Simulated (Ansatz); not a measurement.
**TiIn2 (built on the sites of a database entry of HfB2): phonons and vibrational spectra**

Aim: the vibrations of TiIn2 (built on the sites of a database entry of HfB2), their spectra, and whether the structure is stable.

Method: DFT PBEsol, scalar-relativistic, plane waves, PAW, in Ansatz 0.2.0.

Report form: the programs' logs are mostly left out.

The structure was built from a prototype and need not be the compound's stable phase.

### Step 1. The structure

Symmetry: P6/mmm, No. 191, hexagonal system. The conventional cell has a = 3.499 Å, b = 3.499 Å, c = 3.878 Å, α = 90.00°, β = 90.00°, γ = 120.00°. Nearest to Ti lie 12 In at 2.80 Å. Nearest to In lie 3 In at 2.02 Å and 6 Ti at 2.80 Å. Farther neighbours are not listed.

### Step 2. Rough relaxation

A rough relaxation comes first, because large forces or stress need no tight tolerances yet.

File input.yaml:

```yaml
crystal:
  lattice:
    - [3.49906, 0.0, 0.0]
    - [-1.74953, 3.03027, 0.0]
    - [0.0, 0.0, 3.87794]
  atoms:
    - { symbol: Ti, position: [0.0, 0.0, 0.0] }
    - { symbol: In, position: [0.3333333333, 0.6666666667, 0.5] }
    - { symbol: In, position: [0.6666666667, 0.3333333333, 0.5] }
kpoints:
  mp_grid: { grid: [6, 6, 6] }
hamiltonian:
  xc: pbesol
scf:
  occupations: { method: gaussian, width: 0.1 }
output:
  forces: true
  stress: true
  eigenvalues: true
relax:
  adjacent_minimum: "off"
  f_tol: 0.05
  max_steps: 80
  cell: { stress_tol: 0.5 }
```

Command:

```sh
ansatz run input.yaml --threads 8 --pin off --max-ram 14336MiB --backend cpu --events-out ev --progress --plain --runs-dir out
```

Elapsed: 52 s, on 8 threads of Arm Neoverse N1, shared host; peak memory 0.43 GiB.

The steps of the relaxation:

```csv
step,energy less that of the first step (eV),largest force component (eV/Å),pressure (GPa),volume (Å³)
1,0.0000,0.0000,170.89,41.12
2,-5.0711,0.0000,105.63,45.40
3,-8.3689,0.0000,63.47,49.61
4,-10.4342,0.0000,35.14,53.70
5,-11.6118,0.0000,15.34,57.17
6,-12.1191,0.0000,3.69,58.20
7,-12.2241,0.0000,-1.86,58.34
8,-12.3014,0.0000,-0.06,55.90
9,-12.3052,0.0000,0.41,54.98
10,-12.3063,0.0000,0.01,55.35
11*,-12.8619,0.0000,12.68,55.35
12,-13.1924,0.0000,6.01,57.60
13,-13.3861,0.0000,3.73,58.27
14,-13.4137,0.0000,0.65,60.15
15,-13.4147,0.0000,0.07,60.55
16*,-13.4182,0.0000,0.12,60.55
```

Relaxation steps marked * repeat the geometry before them on a plane-wave basis chosen anew for their cell, so energy and pressure can jump there.

The run keeps the 24 symmetry operations that it works with, so distortions that break them were not tested.

```csv
cell as run,before,after,change
a (Å),3.499,4.849,+38.6 %
b (Å),3.499,4.849,+38.6 %
c (Å),3.878,2.973,-23.3 %
volume (Å³/atom),13.71,20.18,+47.2 %
```

Final coordinates:

```xyz
3
Lattice="4.8493 0.0000 0.0000 -2.4246 4.1996 0.0000 0.0000 0.0000 2.9730" Properties=species:S:1:pos:R:3 pbc="T T T"
Ti    0.0000    0.0000    0.0000
In    0.0000    2.7997    1.4865
In    2.4246    1.3999    1.4865
```

Numbers from this step:

```
pressure          : 0.1189 GPa
volume per atom   : 20.18 Å³
gap on the k-mesh : 0 eV
```

In this step the volume went from 13.71 to 20.18 Å³/atom.

### Step 3. Bringing the structure to rest

The cell and atoms are relaxed, since residual forces and stress would shift the frequencies.

File input.yaml:

```yaml
crystal:
  lattice:
    - [4.8492847677, 0.0, 0.0]
    - [-2.4246423839, 4.199603799, 0.0]
    - [0.0, 0.0, 2.9730417173]
  atoms:
    - { symbol: Ti, position: [0.0, 0.0, 0.0] }
    - { symbol: In, position: [0.3333333333, 0.6666666667, 0.5] }
    - { symbol: In, position: [0.6666666667, 0.3333333333, 0.5] }
kpoints:
  mp_grid: { grid: [9, 9, 12] }
hamiltonian:
  xc: pbesol
scf:
  occupations: { method: gaussian, width: 0.1 }
output:
  forces: true
  stress: true
  eigenvalues: true
  write_density: true
  write_potential: true
  elf: true
  volumetric_format: npy
relax:
  adjacent_minimum: "off"
  f_tol: 0.005
  max_steps: 80
  cell: { stress_tol: 0.05 }
```

Elapsed: 34 s, on 8 threads; peak memory 0.51 GiB.

Step by step:

```csv
step,energy less that of the first step (eV),largest force component (eV/Å),pressure (GPa),volume (Å³)
1,0.0000,0.0000,0.12,60.55
2,-0.0001,0.0000,-0.07,60.69
3,-0.0001,0.0000,0.03,60.63
4,-0.0001,0.0000,0.00,60.64
5*,-0.0001,0.0000,0.00,60.64
```

Relaxation steps marked * repeat the geometry before them on a plane-wave basis chosen anew for their cell, so energy and pressure can jump there.

The run keeps the 24 symmetry operations that it works with, so distortions that break them were not tested.

```csv
"conventional cell, symmetrised",before,after,change
a (Å),4.849,4.856,+0.1 %
b (Å),4.849,4.856,+0.1 %
c (Å),2.973,2.969,-0.1 %
volume (Å³/atom),20.18,20.21,+0.2 %
```

The relaxed structure:

```cif
data_structure
_symmetry_space_group_name_H-M 'P 1'
_symmetry_Int_Tables_number 1
_cell_length_a 4.8564
_cell_length_b 4.8564
_cell_length_c 2.9690
_cell_angle_alpha 90.000
_cell_angle_beta 90.000
_cell_angle_gamma 120.000
_cell_volume 60.64
loop_
_atom_site_label
_atom_site_type_symbol
_atom_site_fract_x
_atom_site_fract_y
_atom_site_fract_z
_atom_site_occupancy
Ti1 Ti 0.00000 0.00000 0.00000 1
In2 In 0.33333 0.66667 0.50000 1
In3 In 0.66667 0.33333 0.50000 1
```

Numbers from this step:

| Item | Value |
| --- | --- |
| pressure | -1.88e-4 GPa |
| volume per atom | 20.21 Å³ |

Electrostatic potential energy in the ab plane at fractional z = 0.500, with atoms of In within 0.2 Å of it. With pseudopotentials it is smooth inside the atoms' cores, unlike the true potential.

Values in eV, 14 rows by 14 columns, each cell a mean:
```
 13  14  15  15  13  10   7   8  11  13  15  15  14  13
 14  15  14  11   4  -6  -9  -3   7  13  15  15  14  14
 15  14  11   0 -17 -25 -25 -14   4  13  15  15  15  15
 15  12   2 -18 -30 -31 -29 -15   6  13  15  15  15  15
 13   7 -11 -29 -31 -31 -26  -7   9  13  13  13  13  13
 11   2 -18 -30 -31 -28 -13   5  11   9   6   4   7  11
 10   2 -13 -22 -21 -10   4   9   5  -7 -15 -14  -3   8
 10   7   0  -4   0   7  10   4 -13 -26 -29 -25  -9   7
 13  12  10  10  12  12   7 -10 -28 -31 -31 -25  -6  10
 14  14  14  14  14  12   0 -21 -31 -31 -30 -17   4  13
 15  15  15  15  14  10  -4 -22 -30 -29 -18   0  11  15
 14  14  15  15  14  10   0 -13 -18 -11   2  11  14  15
 13  13  14  15  14  12   7   2   2   7  12  14  15  14
 13  13  14  15  14  13  10  10  11  13  15  15  14  13
```
Columns run along a (4.9 Å; values clipped at the 3rd and 97th percentile), rows up along b (4.9 Å). Atoms in or near the plane, at fractional coordinates: In at (0.33, 0.67), In at (0.67, 0.33).

ELF in the ab plane at fractional z = 0.500, with atoms of In within 0.2 Å of it. It is the smooth field of the valence electrons, not physical close to the nuclei.

Ten even steps from '0' (0.00) to '9' (0.47), each cell a mean:
```
78998655689987
89975555589988
99754235579999
97541014589999
85410025688788
65410245665556
65533556554555
65555565421355
87667755200256
99999753001458
99999653114579
88899655445799
77899755557998
77899866689987
```
Columns run along a (4.9 Å), rows up along b (4.9 Å). Atoms in or near the plane, at fractional coordinates: In at (0.33, 0.67), In at (0.67, 0.33).

Valence density in the ab plane at fractional z = 0.500, with atoms of In within 0.2 Å of it. It is the smooth field of the valence electrons, not physical close to the nuclei.

Values in e/Å³, 14 rows by 14 columns, each cell a mean:
```
 0  0  0  0  0  0  0  0  0  0  0  0  0  0
 0  0  0  0  0  1  1  1  0  0  0  0  0  0
 0  0  0  1  2  4  3  1  0  0  0  0  0  0
 0  0  1  2  6  9  5  2  0  0  0  0  0  0
 0  0  1  5 11 10  4  1  0  0  0  0  0  0
 0  0  2  5  7  5  1  0  0  0  0  0  0  0
 0  0  1  3  3  1  0  0  0  1  2  1  1  0
 0  0  1  1  1  0  0  0  1  4  5  3  1  0
 0  0  0  0  0  0  0  1  5 10  9  4  1  0
 0  0  0  0  0  0  1  3  7 11  6  2  0  0
 0  0  0  0  0  0  1  3  5  5  2  1  0  0
 0  0  0  0  0  0  1  1  2  1  1  0  0  0
 0  0  0  0  0  0  0  0  0  0  0  0  0  0
 0  0  0  0  0  0  0  0  0  0  0  0  0  0
```
Columns run along a (4.9 Å), rows up along b (4.9 Å). Atoms in or near the plane, at fractional coordinates: In at (0.33, 0.67), In at (0.67, 0.33).

In this step the volume went from 20.18 to 20.21 Å³/atom.

### Step 4. Tight relaxation

Phonons need a cell at rest on their own settings, so the relaxation is repeated with tight tolerances on forces and stress, using the mesh and the filling of the phonon run that follows.

File input.yaml:

```yaml
crystal:
  lattice:
    - [4.8564283096, 0.0, 0.0]
    - [-2.4282141548, 4.2057902878, 0.0]
    - [0.0, 0.0, 2.969016588]
  atoms:
    - { symbol: Ti, position: [0.0, 0.0, 0.0] }
    - { symbol: In, position: [0.3333333333, 0.6666666667, 0.5] }
    - { symbol: In, position: [0.6666666667, 0.3333333333, 0.5] }
kpoints:
  mp_grid: { grid: [10, 10, 12] }
hamiltonian:
  xc: pbesol
scf:
  occupations: { method: methfessel_paxton, width: 0.15 }
output:
  forces: true
  stress: true
  eigenvalues: true
relax:
  adjacent_minimum: "off"
  f_tol: 0.001
  max_steps: 60
  cell: { stress_tol: 0.01 }
```

It took 33 s on 8 threads; peak memory 0.53 GiB.

Step by step:

```csv
step,energy less that of the first step (eV),largest force component (eV/Å),pressure (GPa),volume (Å³)
1,0.0000,0.0000,0.02,60.64
2,-0.0001,0.0000,0.01,60.66
3,-0.0001,0.0000,-0.01,60.68
4,-0.0001,0.0000,0.00,60.67
5*,-0.0001,0.0000,0.00,60.67
```

Relaxation steps marked * repeat the geometry before them on a plane-wave basis chosen anew for their cell, so energy and pressure can jump there.

The run keeps the 24 symmetry operations that it works with, so distortions that break them were not tested.

```csv
"conventional cell, symmetrised",before,after,change
a (Å),4.856,4.861,+0.1 %
b (Å),4.856,4.861,+0.1 %
c (Å),2.969,2.964,-0.2 %
volume (Å³/atom),20.21,20.22,+0.0 %
```

Final coordinates:

```cif
data_structure
_symmetry_space_group_name_H-M 'P 1'
_symmetry_Int_Tables_number 1
_cell_length_a 4.8611
_cell_length_b 4.8611
_cell_length_c 2.9645
_cell_angle_alpha 90.000
_cell_angle_beta 90.000
_cell_angle_gamma 120.000
_cell_volume 60.67
loop_
_atom_site_label
_atom_site_type_symbol
_atom_site_fract_x
_atom_site_fract_y
_atom_site_fract_z
_atom_site_occupancy
Ti1 Ti 0.00000 0.00000 0.00000 1
In2 In 0.33333 0.66667 0.50000 1
In3 In 0.66667 0.33333 0.50000 1
```

Numbers from this step:

- pressure: 0.002223 GPa
- volume per atom: 20.22 Å³

The forces vanish by symmetry and the pressure is 0.002 GPa, within the tolerances set. The cell now holds 20.22 Å³/atom.

### Step 5. Zone-centre response

The zone centre comes first: it holds the modes that light can see, as far as symmetry allows. No field response is asked, since the mesh shows no gap.

input.yaml, the sections that differ from step 4:

```yaml
crystal:
  lattice:
    - [4.8611268095, 0.0, 0.0]
    - [-2.4305634048, 4.2098593081, 0.0]
    - [0.0, 0.0, 2.9644665336]
  atoms:
    - { symbol: Ti, position: [0.0, 0.0, 0.0] }
    - { symbol: In, position: [0.3333333333, 0.6666666667, 0.5] }
    - { symbol: In, position: [0.6666666667, 0.3333333333, 0.5] }
output:
  eigenvalues: true
phonons:
  method: dfpt
# kpoints, hamiltonian, scf: as in step 4
# relax: removed
```

Elapsed: 2.1 min, on 8 threads; peak memory 1.4 GiB.

This step gave:

- sum-rule residual before enforcement: 3.03e-5 eV/Å²
- point group: 6/mmm
- highest optical mode at the zone centre (no LO-TO term): 161 cm⁻¹
- lowest optical zone-centre mode: 30.83 cm⁻¹

Patterns of degenerate modes are one choice out of their space. Modes at Γ, with each element's share of the kinetic energy:

```csv
mode,frequency (cm⁻¹),symmetry,Ti %,In %
1,0.0,acoustic,17,83
2,0.0,acoustic,17,83
3,0.0,acoustic,17,83
4,30.8,B1g,0,100
5,120.5,E1u,83,17
6,120.5,E1u,83,17
7,134.9,A2u,83,17
8,161.0,E2g,0,100
9,161.0,E2g,0,100
```

Displacements in mode 4 (30.8 cm⁻¹), the largest set to 1:
```
Ti1  0.00  0.00  0.00
In2  0.00  0.00 -1.00
In3  0.00  0.00  1.00
```

Displacements in mode 9 (161.0 cm⁻¹), the largest set to 1:
```
Ti1  0.00  0.00  0.00
In2  1.00  0.36  0.00
In3 -1.00 -0.36  0.00
```

Before it was imposed, the acoustic sum rule was missed by 3.0e-5 eV/Å². Small misses are needed for a sound result but don't prove that mesh and cutoff are converged. The lowest optical mode is real, 30.8 cm⁻¹.

### Step 6. Phonons on a q mesh

Stability and thermal properties need the whole zone. Linear response on a 2×2×4 q mesh gives force constants as far as a supercell of that size would.

input.yaml: that of step 5 with these lines changed.

```diff
@@ -19 +19,9 @@
   method: dfpt
+  qmesh: [2, 2, 4]
+  temperatures: { t_max: 1000, t_step: 50 }
+  qpath:
+    path:
+      - [[0.0, 0.0, 0.0], [0.5, 0.0, 0.0], [0.33333333, 0.33333333, 0.0], [0.0, 0.0, 0.0], [0.0, 0.0, 0.5], [0.5, 0.0, 0.5], [0.33333333, 0.33333333, 0.5], [0.0, 0.0, 0.5]]
+      - [[0.5, 0.0, 0.5], [0.5, 0.0, 0.0]]
+      - [[0.33333333, 0.33333333, 0.5], [0.33333333, 0.33333333, 0.0]]
+    npoints: 10
```

Elapsed: 8.4 min, on 8 threads; peak memory 1.8 GiB.

This step gave:

```
sum-rule residual before enforcement                    : 3.13e-5 eV/Å²
lowest frequency on the path                            : -121.8 cm⁻¹
highest frequency on the path or at a solved wavevector : 190.9 cm⁻¹
lowest mode on the q mesh (acoustic modes at Γ apart)   : -121.8 cm⁻¹
```

Frequencies (cm⁻¹) solved at each irreducible wavevector; negative means imaginary. Frequencies by wavevector, by row:

```csv
q in reciprocal lattice units,star,mode 1,mode 2,mode 3,mode 4,mode 5,mode 6,mode 7,mode 8,mode 9
0 0 0,1,0,0,0,30.8,120.5,120.5,134.9,161,161
0 0 0.25,2,52.2,52.2,96.5,109,124,124,161.5,161.5,171.4
0 0 -0.5,1,61.5,61.5,133.2,139,149.8,149.8,160.2,162.2,162.2
0 -0.5 0,3,-121.8,-33.2,42,49.9,66.4,118.6,144.1,147.4,180.3
0 -0.5 0.25,6,-77.8,10.5,76.6,92.7,103.5,142,149.3,165.1,177.2
0 -0.5 -0.5,3,33.7,98.2,107,111.5,123.3,142.4,163.7,168.1,190.9
```

Interpolated from a 2×2×4 q mesh. Phonon branches along the path, in cm⁻¹:

```csv
point,branch 1,branch 2,branch 3,branch 4,branch 5,branch 6,branch 7,branch 8,branch 9
Γ,0,0,0,31,120,120,135,161,161
halfway,-71,36,39,60,65,96,140,162,173
M,-122,-33,42,50,66,119,144,147,180
halfway,-110,-44,43,44,49,121,144,148,177
K,-76,-76,-48,47,47,136,136,150,173
halfway,-79,38,42,48,74,86,142,160,174
Γ,0,0,0,31,120,120,135,161,161
halfway,52,52,96,109,124,124,162,162,171
A,62,62,133,139,150,150,160,162,162
halfway,49,76,122,132,138,138,160,165,181
L,34,98,107,112,123,142,164,168,191
halfway,27,105,106,107,125,148,154,178,185
H,20,102,102,125,125,129,172,172,182
halfway,44,82,120,121,138,146,154,170,182
A,62,62,133,139,150,150,160,162,162
jump to L,34,98,107,112,123,142,164,168,191
halfway,-78,10,77,93,104,142,149,165,177
M,-122,-33,42,50,66,119,144,147,180
jump to H,20,102,102,125,125,129,172,172,182
halfway,-27,-21,-21,109,109,143,143,150,179
K,-76,-76,-48,47,47,136,136,150,173
```

Tetrahedra on a 16×16×24 mesh, mean over bins of 5 cm-1. Interpolated from a 2×2×4 q mesh. Table of phonon density of states by wavenumber; read off at these points:

wavenumber (cm⁻¹), phonon density of states (1/cm⁻¹/cell) and a bar:
```
     -122      0.000 
     -108      0.006 #
      -92      0.008 ##
      -78      0.006 ##
      -62      0.005 #
      -48      0.006 ##
      -32      0.011 ###
      -18      0.007 ##
       -2      0.006 #
       12      0.007 ##
       28      0.019 #####
       42      0.034 #########
       58      0.037 ##########
       72      0.046 #############
       88      0.042 ###########
      102      0.053 ##############
      118      0.042 ###########
      132      0.036 ##########
      142      0.085 #######################
      148      0.082 ######################
      162      0.099 ###########################
      178      0.111 ##############################
      192      0.000
```

The partial phonon density of states has structure finer than the step of the table below, so its rows give means over 10 cm⁻¹, whole bins alone (the curve runs from -130 to 206 cm⁻¹). Peaks (cm⁻¹: height): In 47.2: 0.0361, 95.9: 0.0372, 144.5: 0.0457, 161.4: 0.0716, 176.2: 0.0795; Ti -98.8: 0.00862, 106.4: 0.0234, 148.7: 0.0466.

Phonopy on the run's constants, 13x13x19 mesh, Gaussian sigma 2.4 cm-1. Interpolated from a 2×2×4 q mesh. The partial phonon density of states by wavenumber; means over each step; values in 1/cm⁻¹/cell:

```csv
wavenumber (cm⁻¹),In,Ti
-120,1.7e-4,0.00164
-110,5.6e-4,0.00456
-100,0.00116,0.00691
-90,0.00141,0.00668
-80,0.00122,0.00434
-70,0.00141,0.00408
-60,0.00188,0.00411
-50,0.00312,0.00287
-40,0.00720,0.00199
-30,0.00915,0.00159
-20,0.00680,8.5e-4
-10,0.00435,9.3e-4
0,0.00308,9.4e-4
10,0.00452,0.00151
20,0.0117,0.00115
30,0.0197,0.00202
40,0.0277,0.00403
50,0.0339,0.00580
60,0.0298,0.00689
70,0.0307,0.00927
80,0.0345,0.0100
90,0.0318,0.0121
100,0.0305,0.0199
110,0.0263,0.0210
120,0.0232,0.0177
130,0.0228,0.0164
140,0.0299,0.0277
150,0.0370,0.0417
160,0.0612,0.0271
170,0.0519,0.0166
180,0.0487,0.0150
190,0.00275,0.00254
200,1.1e-5,1.5e-5
```

Symmetry leaves 6 wavevectors to solve. The lowest mode among them, the acoustic zeros apart, lies at q = (0, -0.5, 0) and is imaginary, 121.8i cm⁻¹, so the energy falls along it.

### Step 7. Isotope substitution, element In, natural mass 114.818 amu

An isotope changes the mass and not the force constants, so no new electronic calculation is needed; the shifts show which modes move this element.

The same force constants with the mass of In changed from 114.818 to 112.904 u (phonopy, no LO-TO term). Both lists are sorted by frequency; levels can cross, so a row need not hold one and the same mode. Modes under 3 cm⁻¹ are left out. Isotope shifts, by row:

```csv
q,rank,natural mass (cm⁻¹),changed mass (cm⁻¹)
0 0 0,4,30.83,31.09
0 0 0,5,120.5,120.7
0 0 0,6,120.5,120.7
0 0 0,7,134.9,135.1
0 0 0,8,161,162.4
0 0 0,9,161,162.4
0 0 0.25,1,52.24,52.66
0 0 0.25,2,52.24,52.66
0 0 0.25,3,96.49,97.31
0 0 0.25,4,109,109.8
0 0 0.25,5,124,124
0 0 0.25,6,124,124
0 0 0.25,7,161.5,162.9
0 0 0.25,8,161.5,162.9
0 0 0.25,9,171.4,171.7
0 0 -0.5,1,61.52,62.03
0 0 -0.5,2,61.52,62.03
0 0 -0.5,3,133.2,134.4
0 0 -0.5,4,139,139
0 0 -0.5,5,149.8,149.8
0 0 -0.5,6,149.8,149.8
0 0 -0.5,7,160.2,161.6
0 0 -0.5,8,162.2,163.6
0 0 -0.5,9,162.2,163.6
0 -0.5 0,1,-121.8,-121.9
0 -0.5 0,2,-33.21,-33.49
0 -0.5 0,3,41.96,42.31
0 -0.5 0,4,49.94,50.36
0 -0.5 0,5,66.39,66.77
0 -0.5 0,6,118.6,118.9
0 -0.5 0,7,144.1,145.3
0 -0.5 0,8,147.4,147.4
0 -0.5 0,9,180.3,181.7
```

A mode of this element alone would shift by +0.84 %. The highest zone-centre frequency without the field goes from 161.0 to 162.4 cm⁻¹ (+0.8 %). The product of the frequency ratios over all optical modes at Γ is 1.030; the product rule, (m/m′)^(3k/2) (M′/M)^(3/2) with k = 2 such atoms and M the mass of the cell, gives 1.030.

### Step 8. Another isotope, element Ti, natural mass 47.867 amu

The same for Ti, from 47.87 to 49.94 u.

A mode of this element alone would shift by -2.10 %. The highest zone-centre frequency without the field goes from 161.0 to 161.0 cm⁻¹ (+0.0 %). The product of the frequency ratios over all optical modes at Γ is 0.949; the product rule, (m/m′)^(3k/2) (M′/M)^(3/2) with k = 1 such atoms and M the mass of the cell, gives 0.949.

### Step 9. What came out

| Item | Value |
| --- | --- |
| space group after relaxation (within 0.01 Å) | P6/mmm |
| volume per atom | 20.2 Å³ |
| electronic character | no gap on this mesh |
| highest optical mode at the zone centre (no LO-TO term) | 161 cm⁻¹ |
| lowest optical zone-centre mode | 30.8 cm⁻¹ |
| lowest mode on the q mesh (acoustic modes at Γ apart) | -122 cm⁻¹ |
| highest frequency on the path or at a solved wavevector | 191 cm⁻¹ |
| imaginary modes on the 2×2×4 q mesh | yes |

Modes are clearly imaginary (beyond 10i cm⁻¹) at 2 of the 6 irreducible wavevectors, most at q = (0, -0.5, 0) (121.8i cm⁻¹), so this structure is not a minimum of the energy. The optical modes at Γ span 31 to 161 cm⁻¹. The highest mode in this list at Γ, 161.0 cm⁻¹, is mostly motion of In (100 % of the kinetic energy). With no gap, or one that is small against the smearing, the frequencies hang on the k mesh and the smearing, most of all near Kohn anomalies. The starting cell was built on a prototype and not taken from a measurement, so the phase need not exist. These are harmonic frequencies at zero temperature: anharmonic shifts, linewidths and thermal expansion are left out.

[Logs are printed without paths, hosts, clocks, repeated set-up lines and the standing remarks that a program may print on its own settings, such as how far it seeks lower states.]

[Hosts, paths, dates, database ids (printed as entryN), source tags and the programs' standing remarks are cut or masked in the printed files.]
